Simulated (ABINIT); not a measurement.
## LiH (Fm-3m): a self-consistent loop beyond G0W0, cycle by cycle

Aim: iterate the self-energy on LiH (Fm-3m) and follow the gap from cycle to cycle.

Method: PBE and many-body steps on it, plane waves, in ABINIT 10.8.3.

Most raw output is cut from this account.

The database entry behind the starting cell differs from later determinations by our own check (the deuteride, about 0.2 % short), so it need not match the best structure at ambient conditions.

### Step 1. Starting point

The structure is cubic, space group Fm-3m (No. 225). The conventional cell has a = 4.074 Å, b = 4.074 Å, c = 4.074 Å, α = 90.00°, β = 90.00°, γ = 90.00°. Nearest to Li lie 6 H at 2.04 Å. H has 6 Li at 2.04 Å nearest. Farther neighbours are not listed.

The cell and positions come from the Crystallography Open Database and are kept as given unless a step says otherwise.

### Step 2. Empty states on the mesh, 6×6×6 mesh, 135 bands

This step: ABINIT 10.8.3; DFT, PBE, plane waves, norm-conserving pseudopotentials.

The sums over transitions need many empty states on a uniform mesh; this step solves for them.

File run.abi:

```
acell 3*1.0 Angstrom
rprim 
  0.000000000000 2.036750000000 2.036750000000
  2.036750000000 -0.000000000000 2.036750000000
  2.036750000000 2.036750000000 -0.000000000000
ntypat 2
znucl 3 1
natom 2
typat 1 2
xred 
  0.000000000000 0.000000000000 0.000000000000
  0.500000000000 0.500000000000 0.500000000000
pp_dirpath "pseudos"
pseudos "Li.upf, H.upf"
ecut 33
ngkpt 6 6 6
nshiftk 1
shiftk 0 0 0
kptopt 1
chksymbreak 0
irdden 1
istwfk *1
nband 135
prtvol 0
optdriver 6
gwr_task "HDIAGO"
paral_kgb 0
occopt 1
indata_prefix "in"
outdata_prefix "out"
tmpdata_prefix "tmp"
```

On the command line:

```console
> OMP_NUM_THREADS=1 mpirun -n 4 abinit run.abi > log
```

Wall time 6 s (4 MPI ranks of Arm Neoverse V2, shared host); peak memory 0.48 GiB; 23 s of CPU time.

Numbers from this step:

```
gap                                                           : 3.022 eV
k of the valence top                                          : 0.5, 0.5, 0
k of the conduction bottom                                    : 0.5, 0.5, 0
least direct gap                                              : 3.022 eV
k points computed                                             : 16
lowest point of the top converged band, above the valence top : 205.0407 eV
```

On this mesh the gap is 3.022 eV.

The density comes from a self-consistent run that is not shown.

### Step 3. Screening, 6×6×6 mesh, 127 bands, screening to 261.2 eV

The RPA dielectric matrix is built and inverted for each q.

This step: RPA screening on PBE, plane waves, norm-conserving pseudopotentials.

Changes to run.abi since step 2:

```diff
@@ -20,10 +20,11 @@
 chksymbreak 0
-irdden 1
 istwfk *1
-nband 135
-prtvol 0
-optdriver 6
-gwr_task "HDIAGO"
-paral_kgb 0
 occopt 1
+irdwfk 1
+optdriver 3
+nband 127
+ecuteps 9.6
+inclvkb 2
+awtr 1
+symchi 1
 indata_prefix "in"
```

The job ended after 22 s (4 MPI ranks; peak memory 0.83 GiB; 88 s of CPU time).

This step gave:

| Property | Result |
| --- | --- |
| ε∞ with local fields, on this mesh, along the program's q direction | 4.183 |
| the same without local fields | 4.588 |
| plasma frequency | 18.07 eV |
| plane waves in the screening matrix | 169 |

Local fields lower ε∞ by 9 %.

### Step 4. G0W0

The self-energy is evaluated for the states that the input lists, and the levels follow from it, in one-shot runs by the linearised quasiparticle equation.

This step: G0W0 on PBE, plane waves, norm-conserving pseudopotentials.

Changes to run.abi since step 3:

```diff
@@ -23,8 +23,17 @@
 irdwfk 1
-optdriver 3
+optdriver 4
 nband 127
+gwcalctyp 0
+ecutsigx 33
+symsigma 1
+nkptgw 2
+kptgw 
+  0.5000000000 0.5000000000 0.0000000000
+  0.0000000000 0.0000000000 0.0000000000
+bdgw 
+  1 5
+  1 6
 ecuteps 9.6
-inclvkb 2
-awtr 1
-symchi 1
+irdscr 1
+ppmodel 1
 indata_prefix "in"
```

Elapsed: 11 s, on 4 MPI ranks; peak memory 0.91 GiB; 44 s of CPU time.

This step gave:

| Quantity | Value |
| --- | --- |
| G0W0 gap on the points computed | 4.956 eV |
| starting gap on the mesh | 3.022 eV |
| k of the valence top | 0.5, 0.5, 0 |
| k of the conduction bottom | 0.5, 0.5, 0 |
| Z at the valence top | 0.77 |
| Z at the conduction bottom | 0.81 |
| least direct G0W0 gap on the computed points | 4.956 eV |

The gap on the mesh goes from 3.02 eV to 4.96 eV, a correction of +1.93 eV.

### Step 5. evGW0, cycle 1

This step: evGW0 on PBE, plane waves, norm-conserving pseudopotentials.

Changes to run.abi since step 4:

```diff
@@ -25,11 +25,39 @@
 nband 127
-gwcalctyp 0
+gwcalctyp 10
 ecutsigx 33
 symsigma 1
-nkptgw 2
+nkptgw 16
 kptgw 
+  0.0000000000 0.0000000000 0.0000000000
+  0.1666666667 0.0000000000 0.0000000000
+  0.3333333333 0.0000000000 0.0000000000
+  0.5000000000 0.0000000000 0.0000000000
+  0.1666666667 0.1666666667 0.0000000000
+  0.3333333333 0.1666666667 0.0000000000
+  0.5000000000 0.1666666667 0.0000000000
+  -0.3333333333 0.1666666667 0.0000000000
+  -0.1666666667 0.1666666667 0.0000000000
+  0.3333333333 0.3333333333 0.0000000000
+  0.5000000000 0.3333333333 0.0000000000
+  -0.3333333333 0.3333333333 0.0000000000
   0.5000000000 0.5000000000 0.0000000000
-  0.0000000000 0.0000000000 0.0000000000
+  0.5000000000 0.3333333333 0.1666666667
+  -0.3333333333 0.3333333333 0.1666666667
+  -0.3333333333 0.5000000000 0.1666666667
 bdgw 
-  1 5
+  1 6
+  1 6
+  1 6
+  1 6
+  1 6
+  1 6
+  1 6
+  1 6
+  1 6
+  1 6
+  1 6
+  1 6
+  1 6
+  1 6
+  1 6
   1 6
```

The job ended after 4.9 min (4 MPI ranks; peak memory 0.97 GiB).

This step gave:

```
quasiparticle gap on the mesh                         : 5.5 eV
gap of the density functional on the mesh             : 3.022 eV
k of the valence top                                  : 0.5, 0.5, 0
k of the conduction bottom                            : 0.5, 0.5, 0
Z at the valence top                                  : 0.77
Z at the conduction bottom                            : 0.81
least direct quasiparticle gap on the computed points : 5.5 eV
```

Against G0W0 in ABINIT (6×6×6 mesh, 127 bands, screening to 261.2 eV, Godby-Needs plasmon pole), the gap moves by +0.544 eV. This first cycle still uses the starting levels; it takes the full correction, at all points of the mesh, and its linearised value is 4.956 eV.

### Step 6. evGW0, cycle 2

The corrected levels of the last cycle go back in.

Changes to run.abi since step 5:

```diff
@@ -66,2 +66,3 @@
 ppmodel 1
+irdqps 1
 indata_prefix "in"
```

Run time: 4.9 min. Hardware: 4 MPI ranks; peak memory 0.97 GiB.

Numbers from this step:

| Quantity | Value |
| --- | --- |
| quasiparticle gap on the mesh | 5.297 eV |
| gap of the density functional on the mesh | 3.022 eV |
| k of the valence top | 0.5, 0.5, 0 |
| k of the conduction bottom | 0.5, 0.5, 0 |
| least direct quasiparticle gap on the computed points | 5.297 eV |

Against the cycle before, the gap moves by −0.203 eV.

### Step 7. evGW0, cycle 3

run.abi is that of step 6.

The job ended after 4.9 min (4 MPI ranks; peak memory 0.97 GiB; 19 min of CPU time).

Numbers from this step:

```
quasiparticle gap on the mesh                         : 5.315 eV
gap of the density functional on the mesh             : 3.022 eV
k of the valence top                                  : 0.5, 0.5, 0
k of the conduction bottom                            : 0.5, 0.5, 0
least direct quasiparticle gap on the computed points : 5.315 eV
```

Against the cycle before, the gap moves by +0.018 eV.

### Step 8. evGW0, cycle 4

run.abi is that of step 7.

It took 4.9 min on 4 MPI ranks; peak memory 0.97 GiB; 20 min of CPU time.

This step gave:

| Item | Value |
| --- | --- |
| quasiparticle gap on the mesh | 5.313 eV |
| gap of the density functional on the mesh | 3.022 eV |
| k of the valence top | 0.5, 0.5, 0 |
| k of the conduction bottom | 0.5, 0.5, 0 |
| least direct quasiparticle gap on the computed points | 5.313 eV |

Against the cycle before, the gap moves by −0.002 eV.

### Step 9. Screening, 6×6×6 mesh, 127 bands, screening to 261.2 eV

This step: RPA screening on PBE, plane waves, norm-conserving pseudopotentials.

File run.abi:

```
acell 3*1.0 Angstrom
rprim 
  0.000000000000 2.036750000000 2.036750000000
  2.036750000000 -0.000000000000 2.036750000000
  2.036750000000 2.036750000000 -0.000000000000
ntypat 2
znucl 3 1
natom 2
typat 1 2
xred 
  0.000000000000 0.000000000000 0.000000000000
  0.500000000000 0.500000000000 0.500000000000
pp_dirpath "pseudos"
pseudos "Li.upf, H.upf"
ecut 33
ngkpt 6 6 6
nshiftk 1
shiftk 0 0 0
kptopt 1
chksymbreak 0
istwfk *1
occopt 1
irdwfk 1
optdriver 3
nband 127
ecuteps 9.6
inclvkb 2
awtr 1
symchi 1
gwcalctyp 10
mbpt_sciss 2.578 eV
nqptdm 1
qptdm 
  0 0 0
indata_prefix "in"
outdata_prefix "out"
tmpdata_prefix "tmp"
```

Run time: 2 s. Hardware: 4 MPI ranks; peak memory 0.2 GiB.

This step gave:

| Item | Value |
| --- | --- |
| ε∞ with local fields, on this mesh, along the program's q direction | 3.206 |
| the same without local fields | 3.435 |
| plasma frequency | 18.07 eV |
| plane waves in the screening matrix | 169 |

This screening uses the functional's bands under a rigid shift, the mean opening of the cycle before.

### Step 10. Screening, 6×6×6 mesh, 127 bands, screening to 261.2 eV

This step: RPA screening on PBE from quasiparticle energies, plane waves, norm-conserving pseudopotentials.

Changes to run.abi since step 9:

```diff
@@ -29,7 +29,21 @@
 symchi 1
+irdqps 1
 gwcalctyp 10
-mbpt_sciss 2.578 eV
-nqptdm 1
+nqptdm 15
 qptdm 
-  0 0 0
+  0.1666666667 0.0000000000 0.0000000000
+  0.3333333333 0.0000000000 0.0000000000
+  0.5000000000 0.0000000000 0.0000000000
+  0.1666666667 0.1666666667 0.0000000000
+  0.3333333333 0.1666666667 0.0000000000
+  0.5000000000 0.1666666667 0.0000000000
+  -0.3333333333 0.1666666667 0.0000000000
+  -0.1666666667 0.1666666667 0.0000000000
+  0.3333333333 0.3333333333 0.0000000000
+  0.5000000000 0.3333333333 0.0000000000
+  -0.3333333333 0.3333333333 0.0000000000
+  0.5000000000 0.5000000000 0.0000000000
+  0.5000000000 0.3333333333 0.1666666667
+  -0.3333333333 0.3333333333 0.1666666667
+  -0.3333333333 0.5000000000 0.1666666667
 indata_prefix "in"
```

File mrgscr.stdin:

```
2
merged
q0_SCR
out_SCR
1
```

On the command line:

```console
> OMP_NUM_THREADS=1 mpirun -n 4 abinit run.abi > log; mrgscr < mrgscr.stdin
```

Run time: 22 s. Hardware: 4 MPI ranks; peak memory 0.82 GiB; 89 s of CPU time.

Numbers from this step:

| Item | Value |
| --- | --- |
| plasma frequency | 18.07 eV |
| plane waves in the screening matrix | 169 |

This screening reads the quasiparticle levels of the cycle before.

### Step 11. evGW, cycle 1

This step: evGW on PBE, plane waves, norm-conserving pseudopotentials.

Changes to run.abi since step 10:

```diff
@@ -23,12 +23,10 @@
 irdwfk 1
-optdriver 3
+optdriver 4
 nband 127
-ecuteps 9.6
-inclvkb 2
-awtr 1
-symchi 1
-irdqps 1
 gwcalctyp 10
-nqptdm 15
-qptdm 
+ecutsigx 33
+symsigma 1
+nkptgw 16
+kptgw 
+  0.0000000000 0.0000000000 0.0000000000
   0.1666666667 0.0000000000 0.0000000000
@@ -48,2 +46,23 @@
   -0.3333333333 0.5000000000 0.1666666667
+bdgw 
+  1 6
+  1 6
+  1 6
+  1 6
+  1 6
+  1 6
+  1 6
+  1 6
+  1 6
+  1 6
+  1 6
+  1 6
+  1 6
+  1 6
+  1 6
+  1 6
+ecuteps 9.6
+irdscr 1
+ppmodel 1
+irdqps 1
 indata_prefix "in"
```

On the command line:

```console
> OMP_NUM_THREADS=1 mpirun -n 4 abinit run.abi > log
```

Elapsed: 4.9 min, on 4 MPI ranks; peak memory 0.97 GiB; 19 min of CPU time.

Numbers from this step:

```
quasiparticle gap on the mesh                         : 5.845 eV
gap of the density functional on the mesh             : 3.022 eV
k of the valence top                                  : 0.5, 0.5, 0
k of the conduction bottom                            : 0.5, 0.5, 0
least direct quasiparticle gap on the computed points : 5.845 eV
```

Against G0W0 in ABINIT (6×6×6 mesh, 127 bands, screening to 261.2 eV, Godby-Needs plasmon pole), the gap moves by +0.889 eV.

### Step 12. Screening, 6×6×6 mesh, 127 bands, screening to 261.2 eV

This step: RPA screening on PBE, plane waves, norm-conserving pseudopotentials.

File run.abi:

```
acell 3*1.0 Angstrom
rprim 
  0.000000000000 2.036750000000 2.036750000000
  2.036750000000 -0.000000000000 2.036750000000
  2.036750000000 2.036750000000 -0.000000000000
ntypat 2
znucl 3 1
natom 2
typat 1 2
xred 
  0.000000000000 0.000000000000 0.000000000000
  0.500000000000 0.500000000000 0.500000000000
pp_dirpath "pseudos"
pseudos "Li.upf, H.upf"
ecut 33
ngkpt 6 6 6
nshiftk 1
shiftk 0 0 0
kptopt 1
chksymbreak 0
istwfk *1
occopt 1
irdwfk 1
optdriver 3
nband 127
ecuteps 9.6
inclvkb 2
awtr 1
symchi 1
gwcalctyp 10
mbpt_sciss 3.335 eV
nqptdm 1
qptdm 
  0 0 0
indata_prefix "in"
outdata_prefix "out"
tmpdata_prefix "tmp"
```

It took 2 s on 4 MPI ranks; peak memory 0.2 GiB; 7.7 s of CPU time.

Numbers from this step:

```
ε∞ with local fields, on this mesh, along the program's q direction : 3.033
the same without local fields                                       : 3.233
plasma frequency                                                    : 18.07 eV
plane waves in the screening matrix                                 : 169
```

This screening uses the functional's bands under a rigid shift, the mean opening of the cycle before.

### Step 13. Screening, 6×6×6 mesh, 127 bands, screening to 261.2 eV

This step: RPA screening on PBE from quasiparticle energies, plane waves, norm-conserving pseudopotentials.

Changes to run.abi since step 12:

```diff
@@ -29,7 +29,21 @@
 symchi 1
+irdqps 1
 gwcalctyp 10
-mbpt_sciss 3.335 eV
-nqptdm 1
+nqptdm 15
 qptdm 
-  0 0 0
+  0.1666666667 0.0000000000 0.0000000000
+  0.3333333333 0.0000000000 0.0000000000
+  0.5000000000 0.0000000000 0.0000000000
+  0.1666666667 0.1666666667 0.0000000000
+  0.3333333333 0.1666666667 0.0000000000
+  0.5000000000 0.1666666667 0.0000000000
+  -0.3333333333 0.1666666667 0.0000000000
+  -0.1666666667 0.1666666667 0.0000000000
+  0.3333333333 0.3333333333 0.0000000000
+  0.5000000000 0.3333333333 0.0000000000
+  -0.3333333333 0.3333333333 0.0000000000
+  0.5000000000 0.5000000000 0.0000000000
+  0.5000000000 0.3333333333 0.1666666667
+  -0.3333333333 0.3333333333 0.1666666667
+  -0.3333333333 0.5000000000 0.1666666667
 indata_prefix "in"
```

mrgscr.stdin is that of step 10.

On the command line:

```console
> OMP_NUM_THREADS=1 mpirun -n 4 abinit run.abi > log; mrgscr < mrgscr.stdin
```

Elapsed: 21 s, on 4 MPI ranks; peak memory 0.82 GiB; 85 s of CPU time.

This step gave:

```yaml
plasma_frequency: 18.07 eV
plane_waves_in_the_screening_matrix: 169
```

This screening reads the quasiparticle levels of the cycle before.

### Step 14. evGW, cycle 2

This step: evGW on PBE, plane waves, norm-conserving pseudopotentials.

Changes to run.abi since step 13:

```diff
@@ -23,12 +23,10 @@
 irdwfk 1
-optdriver 3
+optdriver 4
 nband 127
-ecuteps 9.6
-inclvkb 2
-awtr 1
-symchi 1
-irdqps 1
 gwcalctyp 10
-nqptdm 15
-qptdm 
+ecutsigx 33
+symsigma 1
+nkptgw 16
+kptgw 
+  0.0000000000 0.0000000000 0.0000000000
   0.1666666667 0.0000000000 0.0000000000
@@ -48,2 +46,23 @@
   -0.3333333333 0.5000000000 0.1666666667
+bdgw 
+  1 6
+  1 6
+  1 6
+  1 6
+  1 6
+  1 6
+  1 6
+  1 6
+  1 6
+  1 6
+  1 6
+  1 6
+  1 6
+  1 6
+  1 6
+  1 6
+ecuteps 9.6
+irdscr 1
+ppmodel 1
+irdqps 1
 indata_prefix "in"
```

On the command line:

```console
> OMP_NUM_THREADS=1 mpirun -n 4 abinit run.abi > log
```

It took 4.8 min on 4 MPI ranks; peak memory 0.97 GiB; 19 min of CPU time.

This step gave:

```yaml
quasiparticle_gap_on_the_mesh: 5.943 eV
gap_of_the_density_functional_on_the_mesh: 3.022 eV
k_of_the_valence_top: 0.5, 0.5, 0
k_of_the_conduction_bottom: 0.5, 0.5, 0
least_direct_quasiparticle_gap_on_the_computed_points: 5.943 eV
```

Against the cycle before, the gap moves by +0.098 eV.

### Step 15. Screening, 6×6×6 mesh, 127 bands, screening to 261.2 eV

This step: RPA screening on PBE, plane waves, norm-conserving pseudopotentials.

File run.abi:

```
acell 3*1.0 Angstrom
rprim 
  0.000000000000 2.036750000000 2.036750000000
  2.036750000000 -0.000000000000 2.036750000000
  2.036750000000 2.036750000000 -0.000000000000
ntypat 2
znucl 3 1
natom 2
typat 1 2
xred 
  0.000000000000 0.000000000000 0.000000000000
  0.500000000000 0.500000000000 0.500000000000
pp_dirpath "pseudos"
pseudos "Li.upf, H.upf"
ecut 33
ngkpt 6 6 6
nshiftk 1
shiftk 0 0 0
kptopt 1
chksymbreak 0
istwfk *1
occopt 1
irdwfk 1
optdriver 3
nband 127
ecuteps 9.6
inclvkb 2
awtr 1
symchi 1
gwcalctyp 10
mbpt_sciss 3.458 eV
nqptdm 1
qptdm 
  0 0 0
indata_prefix "in"
outdata_prefix "out"
tmpdata_prefix "tmp"
```

Elapsed: 2 s, on 4 MPI ranks; peak memory 0.2 GiB.

Numbers from this step:

```yaml
eps_infinity_with_local_fields_on_this_mesh_along_the_program_s_q_direction: 3.007
the_same_without_local_fields: 3.204
plasma_frequency: 18.07 eV
plane_waves_in_the_screening_matrix: 169
```

This screening uses the functional's bands under a rigid shift, the mean opening of the cycle before.

### Step 16. Screening, 6×6×6 mesh, 127 bands, screening to 261.2 eV

This step: RPA screening on PBE from quasiparticle energies, plane waves, norm-conserving pseudopotentials.

Changes to run.abi since step 15:

```diff
@@ -29,7 +29,21 @@
 symchi 1
+irdqps 1
 gwcalctyp 10
-mbpt_sciss 3.458 eV
-nqptdm 1
+nqptdm 15
 qptdm 
-  0 0 0
+  0.1666666667 0.0000000000 0.0000000000
+  0.3333333333 0.0000000000 0.0000000000
+  0.5000000000 0.0000000000 0.0000000000
+  0.1666666667 0.1666666667 0.0000000000
+  0.3333333333 0.1666666667 0.0000000000
+  0.5000000000 0.1666666667 0.0000000000
+  -0.3333333333 0.1666666667 0.0000000000
+  -0.1666666667 0.1666666667 0.0000000000
+  0.3333333333 0.3333333333 0.0000000000
+  0.5000000000 0.3333333333 0.0000000000
+  -0.3333333333 0.3333333333 0.0000000000
+  0.5000000000 0.5000000000 0.0000000000
+  0.5000000000 0.3333333333 0.1666666667
+  -0.3333333333 0.3333333333 0.1666666667
+  -0.3333333333 0.5000000000 0.1666666667
 indata_prefix "in"
```

mrgscr.stdin is that of step 13.

On the command line:

```console
> OMP_NUM_THREADS=1 mpirun -n 4 abinit run.abi > log; mrgscr < mrgscr.stdin
```

Run time: 21 s. Hardware: 4 MPI ranks; peak memory 0.82 GiB; 83 s of CPU time.

Numbers from this step:

* plasma frequency: 18.07 eV
* plane waves in the screening matrix: 169

This screening reads the quasiparticle levels of the cycle before.

(Part 1 of 2 ends here.)

[Paths, hosts, dates, memory and timing lines, banners, echoed tables and standing remarks are left out of the program output.]

[Logs are printed without paths, hosts, clocks, repeated set-up lines and the standing remarks that a program may print on its own settings, such as how far it seeks lower states.]

[Runs of the session that timed out or met a known fault of the program may be left out.]

[Hosts, paths, dates, database ids (printed as entryN), source tags and the programs' standing remarks are cut or masked in the printed files.]

[G0W0 gaps are taken among the corrected bands and points alone; a level outside them can change the order at an edge.]

[Where Ansatz stands beside ABINIT at settings called matched, ABINIT's density can come from a denser mesh and the files from another edition; pairs whose starting gaps differed by over 0.03 eV were left out, so agreement reads better than it is.]
